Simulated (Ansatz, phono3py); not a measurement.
# KI (Fm-3m): lattice thermal conductivity, part 3 of 3

How well does the lattice of KI conduct heat?

Measurements to reproduce:
- thermal conductivity 2.6 W/m/K near room temperature (given in “Combining the AFLOW GIBBS and Elastic Libraries to efficiently and robustly screen thermo-mechanical properties of solids”, 2017, arXiv:1611.05714)
- thermal conductivity 2.6 W/m/K near room temperature (given in “Predicting the lattice thermal conductivity of solids by solving the Boltzmann transport equation: AFLOW - AAPL an automated, accurate and efficient framework”, 2017, arXiv:1611.05481)

Ansatz 0.2.0; DFT LDA, scalar-relativistic, plane waves, PAW (the session's first sound run).

So far. Step 5 (Tight relaxation): The residual pressure is 2.1e-4 GPa, small enough for phonons. Step 7 (A new level, relaxed again): The residual pressure is 0.0088 GPa, small enough for phonons. The relaxed cell has a = 6.819 Å (conventional setting).

## (8) Third-order constants on small settings

Level of this step: DFT LDA, spin-orbit coupling, plane waves, PAW (Ansatz).

A small supercell and a short cutoff cost little, and show how far such settings carry.

input.yaml reads:

```yaml
crystal:
  lattice:
    - [0.0, 3.4093804189, 3.4093804189]
    - [3.4093804189, 0.0, 3.4093804189]
    - [3.4093804189, 3.4093804189, 0.0]
  atoms:
    - { symbol: K, position: [0.0, 0.0, 0.0] }
    - { symbol: I, position: [0.5, 0.5, 0.5] }
kpoints:
  mp_grid: { grid: [4, 4, 4] }
hamiltonian:
  xc: lda
  pseudopotentials: { kind: paw_fr }
scf:
  occupations: { method: fixed }
output:
  eigenvalues: true
magnetization:
  noncollinear: true
  spin_orbit: true
phonons:
  method: fd
  dielectric: true
  qmesh: [4, 4, 4]
  temperatures: { t_max: 1000, t_step: 50 }
  qpath:
    path:
      - [[0.0, 0.0, 0.0], [0.5, 0.0, 0.5], [0.625, 0.25, 0.625]]
      - [[0.375, 0.375, 0.75], [0.0, 0.0, 0.0], [0.5, 0.5, 0.5], [0.5, 0.25, 0.75], [0.5, 0.0, 0.5]]
    npoints: 10
  third_order: { supercell: [2, 2, 2], pair_cutoff: 3.559 }
  lattice_thermal_conductivity:
    qmesh: [15, 15, 15]
    temperatures: [100.0, 150.0, 200.0, 300.0, 400.0, 500.0]
    isotope_mass_variance: [{ species: I, variance: 0.0 }, { species: K, variance: 0.000164 }]
```

Launch:

```
> ansatz run input.yaml --threads 8 --pin off --max-ram 16384MiB --backend cpu --events-out ev --progress --plain --runs-dir out
```

Numbers of over 12 decimals in the logs are rounded to 6 here.

What it wrote:

```text
Warning: phonons.dielectric: true without phonons.rigid_motions: the static dielectric tensor ε⁰ will be withheld (ε∞, Z* and the rows of modes are given); for a crystal or a slab, whose only rigid motions are the translations, set phonons.rigid_motions: translations
[...]
Crystal: 8 atoms, lattice volume = 317.042 Å³
Basis set: ecut = 420 eV, 6151 PW (Γ), FFT grids on a1, a2, −2a1−2a2+a3
Bands: 126, of which v1, the nominal top of the filled ones, is band 104 counted from 1 (103 counted from 0)
Symmetry: 32 space group operations + 32 with time reversal
k-points: 9 of 16
Projection manifold: j_resolved (fully-relativistic pseudo-atomic orbitals)
[...]
SCF iter   1: F=—  HF=-35432.106584 eV  |F-HF|=—  |Δ(HF+E_count)|=         —  Δρ=7.14e-8  dr2=2.75e-11  dr2_m=0.00e0 (ungated)  ethr=1.00e-12  |M|=0.00e0 ∫|m|=0.00e0 μB  |m|>n=0.0e0 m-floor=0.0e0 τ_xc=0.0e0  β_m=0.30  ⟨swp⟩=3.0  Hψ=1440  notcnv=0
[...]
spin=Noncollinear: Resta preconditioning applied to the charge; magnetization (m_x, m_y, m_z) channels mix plain (no charge-response kernel on spin).
SCF iter   2: F=-35432.106584 eV  HF=-35432.106584 eV  |F-HF|=1.46e-11  |Δ(HF+E_count)|=  1.46e-11  Δρ=3.94e-8  dr2=8.16e-12  dr2_m=0.00e0 (ungated)  ethr=1.00e-12  |M|=0.00e0 ∫|m|=0.00e0 μB  |m|>n=0.0e0 m-floor=0.0e0 τ_xc=0.0e0  ⟨swp⟩=3.0  Hψ=1537  notcnv=0
SCF 1 converged in 2 iterations: F = -35432.106584 eV  dr2 = 8.16e-12
[...]
Crystal: 2 atoms, lattice volume = 79.260 Å³
Basis set: ecut = 420 eV, 1471 PW (Γ), exchange–correlation on 72×72×72 points (8 copies of the dense FFT grid, shifted against one another)
Bands: 34, of which v1, the nominal top of the filled ones, is band 26 counted from 1 (25 counted from 0)
Symmetry: 48 space group operations + 48 with time reversal
k-points: 13 of 64 (irreducible under 8 space group operations + 8 anti-unitary, time reversal used)
Projection manifold: j_resolved (fully-relativistic pseudo-atomic orbitals)
[...]
SCF iter   3: F=-8858.026646 eV  HF=-8858.026646 eV  |F-HF|=2.00e-11  |Δ(HF+E_count)|=  1.27e-11  Δρ=1.34e-7  dr2=2.31e-11  dr2_m=0.00e0 (ungated)  ethr=1.00e-12  |M|=0.00e0 ∫|m|=0.00e0 μB  |m|>n=0.0e0 m-floor=0.0e0 τ_xc=0.0e0  ⟨swp⟩=1.0  Hψ=474  notcnv=0
SCF 2 converged in 3 iterations: F = -8858.026646 eV  dr2 = 2.31e-11
[...]
NSCF: frozen V_eff on 1 k-points
DFPT response loops at Γ: preconditioner auto → none (the input reference at scf.mixing.eps_inf says where Resta's filter doesn't serve); β = 0.30; Broyden in place of MSR1
── the response to a field inside a basis, on 4×4×4 k-points: an SCF that follows is theirs, and a resumed run solves both again ──
Bands: 27, of which v1, the nominal top of the filled ones, is band 26 counted from 1 (25 counted from 0)
k-points: 10 of 64 (irreducible under 12 space group operations + 12 anti-unitary)
Projection manifold: j_resolved (fully-relativistic pseudo-atomic orbitals)
[...]
Eigensolver: Dense (10 Hₖ)
SCF iter   1: F=—  HF=-8858.027999 eV  |F-HF|=—  |Δ(HF+E_count)|=         —  Δρ=7.47e-5  dr2=4.60e-6  dr2_m=0.00e0 (ungated)  ethr=1.00e-1  |M|=0.00e0 ∫|m|=0.00e0 μB  |m|>n=0.0e0 m-floor=0.0e0 τ_xc=0.0e0  β_m=0.30
[...]
SCF iter   3: F=-8858.027997 eV  HF=-8858.027997 eV  |F-HF|=1.19e-8  |Δ(HF+E_count)|=   1.16e-7  Δρ=1.82e-5  dr2=8.99e-8  dr2_m=0.00e0 (ungated)  ethr=3.80e-9  |M|=0.00e0 ∫|m|=0.00e0 μB  |m|>n=0.0e0 m-floor=0.0e0 τ_xc=0.0e0
SCF 1 converged in 3 iterations: F = -8858.027997 eV  dr2 = 8.99e-8
[...]
Symmetry: 1 space group operations + 1 with time reversal
k-points: 10 of 16 (time reversal used)
Projection manifold: j_resolved (fully-relativistic pseudo-atomic orbitals)
[...]
SCF iter   7: F=-35432.106578 eV  HF=-35432.106578 eV  |F-HF|=7.28e-12  |Δ(HF+E_count)|=  2.18e-11  Δρ=2.49e-8  dr2=2.02e-12  dr2_m=0.00e0 (ungated)  ethr=1.00e-12  |M|=0.00e0 ∫|m|=0.00e0 μB  |m|>n=0.0e0 m-floor=0.0e0 τ_xc=0.0e0  ⟨swp⟩=4.1  Hψ=3957  notcnv=0
SCF 2 converged in 7 iterations: F = -35432.106578 eV  dr2 = 2.02e-12
[...]
Projection manifold: j_resolved (fully-relativistic pseudo-atomic orbitals)
[...]
SCF iter   6: F=-35432.106578 eV  HF=-35432.106578 eV  |F-HF|=1.46e-11  |Δ(HF+E_count)|=  3.64e-11  Δρ=1.01e-7  dr2=2.48e-11  dr2_m=0.00e0 (ungated)  ethr=1.00e-12  |M|=0.00e0 ∫|m|=0.00e0 μB  |m|>n=0.0e0 m-floor=0.0e0 τ_xc=0.0e0  ⟨swp⟩=4.2  Hψ=5021  notcnv=0
SCF 3 converged in 6 iterations: F = -35432.106578 eV  dr2 = 2.48e-11
Basis set: ecut = 420 eV, 6123 PW (Γ), FFT grids on a1, a2, −a1+2a2+a3
Symmetry: 16 space group operations + 16 with time reversal
k-points: 7 of 16
Projection manifold: j_resolved (fully-relativistic pseudo-atomic orbitals)
SCF iter   1: F=—  HF=-35432.106584 eV  |F-HF|=—  |Δ(HF+E_count)|=         —  Δρ=2.44e-8  dr2=2.86e-12  dr2_m=0.00e0 (ungated)  ethr=1.00e-12  |M|=0.00e0 ∫|m|=0.00e0 μB  |m|>n=0.0e0 m-floor=0.0e0 τ_xc=0.0e0  β_m=0.30  ⟨swp⟩=3.0  Hψ=1053  notcnv=0
[...]
SCF iter   2: F=-35432.106584 eV  HF=-35432.106584 eV  |F-HF|=7.28e-12  |Δ(HF+E_count)|=    0.00e0  Δρ=1.34e-8  dr2=8.14e-13  dr2_m=0.00e0 (ungated)  ethr=1.00e-12  |M|=0.00e0 ∫|m|=0.00e0 μB  |m|>n=0.0e0 m-floor=0.0e0 τ_xc=0.0e0  ⟨swp⟩=3.0  Hψ=927  notcnv=0
SCF 4 converged in 2 iterations: F = -35432.106584 eV  dr2 = 8.14e-13
Symmetry: 2 space group operations + 2 with time reversal
k-points: 7 of 16 (time reversal used)
Projection manifold: j_resolved (fully-relativistic pseudo-atomic orbitals)
[...]
SCF iter   7: F=-35432.106578 eV  HF=-35432.106578 eV  |F-HF|=0.00e0  |Δ(HF+E_count)|=  1.46e-11  Δρ=2.54e-8  dr2=1.94e-12  dr2_m=0.00e0 (ungated)  ethr=1.00e-12  |M|=0.00e0 ∫|m|=0.00e0 μB  |m|>n=0.0e0 m-floor=0.0e0 τ_xc=0.0e0  ⟨swp⟩=4.4  Hψ=2967  notcnv=0
SCF 5 converged in 7 iterations: F = -35432.106578 eV  dr2 = 1.94e-12
Projection manifold: j_resolved (fully-relativistic pseudo-atomic orbitals)
[...]
SCF 6 converged in 7 iterations: F = -35432.106579 eV  dr2 = 2.07e-12
Projection manifold: j_resolved (fully-relativistic pseudo-atomic orbitals)
[...]
SCF 7 converged in 6 iterations: F = -35432.106578 eV  dr2 = 2.34e-11
Projection manifold: j_resolved (fully-relativistic pseudo-atomic orbitals)
[...]
SCF 8 converged in 6 iterations: F = -35432.106579 eV  dr2 = 2.88e-11
[...]
SCF iter   8: F=-70864.211583 eV  HF=-70864.211583 eV  |F-HF|=1.46e-10  |Δ(HF+E_count)|=  4.51e-10  Δρ=1.31e-7  dr2=2.19e-10  dr2_m=0.00e0 (ungated)  ethr=1.00e-12  |M|=0.00e0 ∫|m|=0.00e0 μB  |m|>n=0.0e0 m-floor=0.0e0 τ_xc=0.0e0  ⟨swp⟩=5.2  Hψ=3489  notcnv=0
SCF 38 converged in 8 iterations: F = -70864.211583 eV  dr2 = 2.19e-10
Projection manifold: j_resolved (fully-relativistic pseudo-atomic orbitals)
[...]
SCF iter   8: F=-70864.211562 eV  HF=-70864.211562 eV  |F-HF|=1.46e-10  |Δ(HF+E_count)|=  4.37e-10  Δρ=1.35e-7  dr2=2.51e-10  dr2_m=0.00e0 (ungated)  ethr=1.00e-12  |M|=0.00e0 ∫|m|=0.00e0 μB  |m|>n=0.0e0 m-floor=0.0e0 τ_xc=0.0e0  ⟨swp⟩=6.0  Hψ=3418  notcnv=0
SCF 39 converged in 8 iterations: F = -70864.211562 eV  dr2 = 2.51e-10
Projection manifold: j_resolved (fully-relativistic pseudo-atomic orbitals)
[...]
SCF iter   8: F=-70864.211172 eV  HF=-70864.211172 eV  |F-HF|=1.16e-10  |Δ(HF+E_count)|=  5.82e-10  Δρ=1.22e-7  dr2=2.03e-10  dr2_m=0.00e0 (ungated)  ethr=1.00e-12  |M|=0.00e0 ∫|m|=0.00e0 μB  |m|>n=0.0e0 m-floor=0.0e0 τ_xc=0.0e0  ⟨swp⟩=6.2  Hψ=2980  notcnv=0
SCF 40 converged in 8 iterations: F = -70864.211172 eV  dr2 = 2.03e-10
SCF converged after 2 iterations
Magnetization: |M| = 0.0000 μB,  M = (+0.0000, +0.0000, +0.0000) μB
Absolute magnetization: 0.0000 μB (∫|m|)
  site 0: m = (+0.0000, +0.0000, +0.0000) μB, |m| = 0.0000 μB  (R = 1.41 Å)
  site 1: m = (+0.0000, +0.0000, +0.0000) μB, |m| = 0.0000 μB  (R = 1.41 Å)
  site 2: m = (+0.0000, +0.0000, +0.0000) μB, |m| = 0.0000 μB  (R = 1.41 Å)
  site 3: m = (+0.0000, +0.0000, +0.0000) μB, |m| = 0.0000 μB  (R = 1.41 Å)
  site 4: m = (+0.0000, +0.0000, +0.0000) μB, |m| = 0.0000 μB  (R = 1.41 Å)
  site 5: m = (+0.0000, +0.0000, +0.0000) μB, |m| = 0.0000 μB  (R = 1.41 Å)
  site 6: m = (+0.0000, +0.0000, +0.0000) μB, |m| = 0.0000 μB  (R = 1.41 Å)
  site 7: m = (+0.0000, +0.0000, +0.0000) μB, |m| = 0.0000 μB  (R = 1.41 Å)
Free energy (F): -35432.106584 eV
[...]
Internal energy: -35432.106584 eV  (E = F + TS)
E sigma→0 (E₀):  -35432.106584 eV
Fermi energy:    3.236484 eV
[...]
--- Band table (eV; the first three rows and the last of 9) ---
  k-point 0: bands = [... 100 lower, 3.2365, 3.2365, 3.2365, 3.2365, 6.7660, 6.7660, 7.3970, 7.3970, ... 18 higher]
  k-point 1: bands = [... 100 lower, 2.9729, 2.9729, 2.9729, 2.9729, 7.9086, 7.9086, 7.9086, 7.9086, ... 18 higher]
  k-point 2: bands = [... 100 lower, 2.9587, 2.9587, 2.9587, 2.9587, 8.0420, 8.0420, 8.0420, 8.0420, ... 18 higher]
  k-point 8: bands = [... 100 lower, 2.7433, 2.7433, 2.7433, 2.7433, 8.2588, 8.2588, 8.2588, 8.2588, ... 18 higher]
--- Phonons: 12 displaced members + 5 references (amplitude of the first 0.0025 Å, Σ member SCF iterations 77) ---
  ASR residual: 2.802e-3 → 0.000e0 eV/Å²; symmetrization residual: 8.487e-4 eV/Å²
  largest component of a force at the reference: 2.0e-28 eV/Å
  ASR residual per site (eV/Å²): 1.43e-3 2.80e-3
  Γ frequencies (cm⁻¹): 0.00 0.00 0.00 114.51 114.51 114.51
  Unit cell's response to a homogeneous field: 3 representative field directions (Σ response iterations 15)
  ε∞ (high-frequency dielectric tensor):
        3.142897    -0.000000    -0.000000
       -0.000000     3.142897    -0.000000
       -0.000000    -0.000000     3.142897
  ε⁰ (static dielectric tensor): not given — the deck does not say what the cell's rigid motions are, and on a molecule in a box or a wire the rigid rotations would enter the sum over the modes at Γ. For a crystal or a slab, whose only rigid motions are the translations, set phonons.rigid_motions: translations.
  Born effective charges Z* (e; rows j = field, columns β = displacement):
    site 0:
         1.10393   -0.00000   -0.00000
         0.00000    1.10393    0.00000
        -0.00000    0.00000    1.10393
    site 1:
        -1.10393    0.00000    0.00000
        -0.00000   -1.10393   -0.00000
         0.00000   -0.00000   -1.10393
  Z* charge neutrality: 2.679e-5 e pre-enforcement
  solved inside a basis spanned on the 4×4×4 k-mesh, on 4×4×4 k-points, its susceptibility summed on 8×8×8: ε∞ is read to err by 6.6e-3, Z* by 1.7e-2 e; Z* is corrected for what the basis lacks
  optical modes at Γ without the LO–TO term, one row a degenerate level:
      ω (cm⁻¹)  modes    IR ((D/Å)²/amu)
        114.51      3             2.8219
  optical modes at Γ + LO–TO along q̂ = [1.0000, 0.0000, 0.0000]:
      ω (cm⁻¹)  modes    IR ((D/Å)²/amu)
        114.51      2             1.8813
        145.49      1             0.9406
  optical modes at Γ + LO–TO along q̂ = [0.0000, 1.0000, 0.0000]:
      ω (cm⁻¹)  modes    IR ((D/Å)²/amu)
        114.51      2             1.8813
        145.49      1             0.9406
  optical modes at Γ + LO–TO along q̂ = [0.0000, 0.0000, 1.0000]:
      ω (cm⁻¹)  modes    IR ((D/Å)²/amu)
        114.51      2             1.8813
        145.49      1             0.9406
--- Phonons (by wavevector): 8 wavevectors in 5 supercells ---
  supercell 1 (4 cells, vectors [1, 0, 0], [-1, 1, 1], [0, 0, 4] in multiples of the cell's): 2 displaced members by 0.0025 Å; free energy -35432.106584 eV; taken off its force constants: by the sum rule 6.1e-4, by the symmetrisation 2.1e-4 eV/Å²
  symmetry images taken by strict's conditions (phonons.symmetry_images: auto; settled by no image being taken that strict refuses)
[...]
q = [0.0000, 0.0000, 0.0000] (star 1, supercell 1; hermiticity 9.79e-22, symmetrization 2.56e-6): -0.00 -0.00 0.00 114.51 114.51 114.51
[...]
joined force constants: q→R imaginary residual 7.65e-17
  density of states and harmonic sums: on the 16×16×16 q-mesh, interpolated from the force constants of a 4×4×4 supercell (with the dipole–dipole term)
  largest difference from the sums on the solved wave vectors: F 1.49e-2 eV, S 1.89e-5 and C_V 3.97e-6 eV/K
  zero-point energy: 0.030771 eV/cell   skipped modes (ω ≤ 0): 3   left out of the sums: 1.22e-4 of the cell's modes: C_V's classical limit lies that fraction below 3 k_B per atom; for a crystal, a wire or a layer, F and S can be off by more, and a phonons.interpolated_qmesh denser along its periods is the remedy for the sampling
--- Third-order force constants: 22 member SCFs in a 2×2×2 supercell (pair cutoff 3.559 Å, amplitude 0.03 Å, SCF threshold 1.00e-9 eV, Σ member SCF iterations 169) ---
[...]
38 force-constant blocks with the first atom in the home cell, fitted with 6 parameters over 4 symmetry orbits; no atom triplet left out
  sum-rule residual: 7.697e-2 → 4.441e-16 eV/Å³; symmetrization residual: 1.029e-2 eV/Å³; largest sum-rule correction relative to its orbit: 3.157e-2, on the orbit of the block of home site 0 with site 1 of cell (-1, -1, 0) and site 0 of cell (0, 0, 0), whose norm before the correction was 3.431e0 eV/Å³
--- Lattice thermal conductivity: 15×15×15 mesh (120 irreducible points), tetrahedron method ---
  three-phonon and isotope scattering only; four-phonon, boundary and, in a metal, phonon-electron scattering are left out
  each conductivity is what the modes' populations carry and what the coherences between them add
  conductivity (a third of the tensor's trace), W/(m K), in the relaxation-time approximation and from the full solution:
       T (K)   relaxation time   full solution  iterations             ending  least Ritz value
      100.00           18.5396         20.0435           9          converged          5.807e-1
      150.00           11.9170         12.8946           9          converged          5.712e-1
      200.00            8.8324          9.5633           9          converged          5.668e-1
      300.00            5.8542          6.3428           9          converged          5.627e-1
      400.00            4.3953          4.7632           9          converged          5.607e-1
      500.00            3.5278          3.8230           9          converged          5.595e-1
```

Wall time 26 min (8 threads of Arm Neoverse V1, shared host); peak memory 11 GiB; 3.1 h of CPU time.

Numbers from this step:

```
Γ frequencies                              : 0, 0, 0, 114.5, 114.5, 114.5 cm⁻¹ (negative: imaginary)
lowest frequency on the path               : 0 cm⁻¹
zero-point energy                          : 0.03077 eV/cell
point group                                : m-3m
highest frequency                          : 145.5 cm⁻¹
Debye temperature from the second moment   : 168 K
κ at 300 K (relaxation time)               : 5.854 W/m/K
κ at 300 K (full solution)                 : 6.343 W/m/K
dipole term                                : run
mean free path at half of κ                : 37.7 nm
share of κ above the three lowest branches : 0.023
third-order blocks                         : 38
periodic aliases dropped                   : 0
largest relative sum-rule correction       : 0.03157
displaced cells, third order               : 22
```

W/m/K. Kappa, by row:

```csv
T (K),RTA xx,RTA yy,RTA zz,full xx,full yy,full zz,coherence part xx,coherence part yy,coherence part zz,ending,iterations,least Ritz value
100,18.54,18.54,18.54,20.04,20.04,20.04,0.01719,0.01719,0.01719,converged,9,0.581
150,11.92,11.92,11.92,12.89,12.89,12.89,0.02471,0.02471,0.02471,converged,9,0.571
200,8.832,8.832,8.832,9.563,9.563,9.563,0.03086,0.03086,0.03086,converged,9,0.567
300,5.854,5.854,5.854,6.343,6.343,6.343,0.04093,0.04093,0.04093,converged,9,0.563
400,4.395,4.395,4.395,4.763,4.763,4.763,0.04905,0.04905,0.04905,converged,9,0.561
500,3.528,3.528,3.528,3.823,3.823,3.823,0.05568,0.05568,0.05568,converged,9,0.56
```

This rung gives 5.85 W/(m K) at 300 K by relaxation time, but with 16 atoms, 1 neighbour distance inside the cutoff and a 15×15×15 mesh it is a test, not the conductivity of the crystal.

## (9) What came out

```
conductivity : not obtained on sound settings
```

No conductivity was obtained: no run with a large enough supercell and cutoff finished.

[Logs are printed without paths, hosts, clocks, repeated set-up lines and the standing remarks that a program may print on its own settings, such as how far it seeks lower states.]

[Hosts, paths, dates, database ids (printed as entryN), source tags and the programs' standing remarks are cut or masked in the printed files.]

[A step with changed settings may run another functional than the one named; its input shows which.]
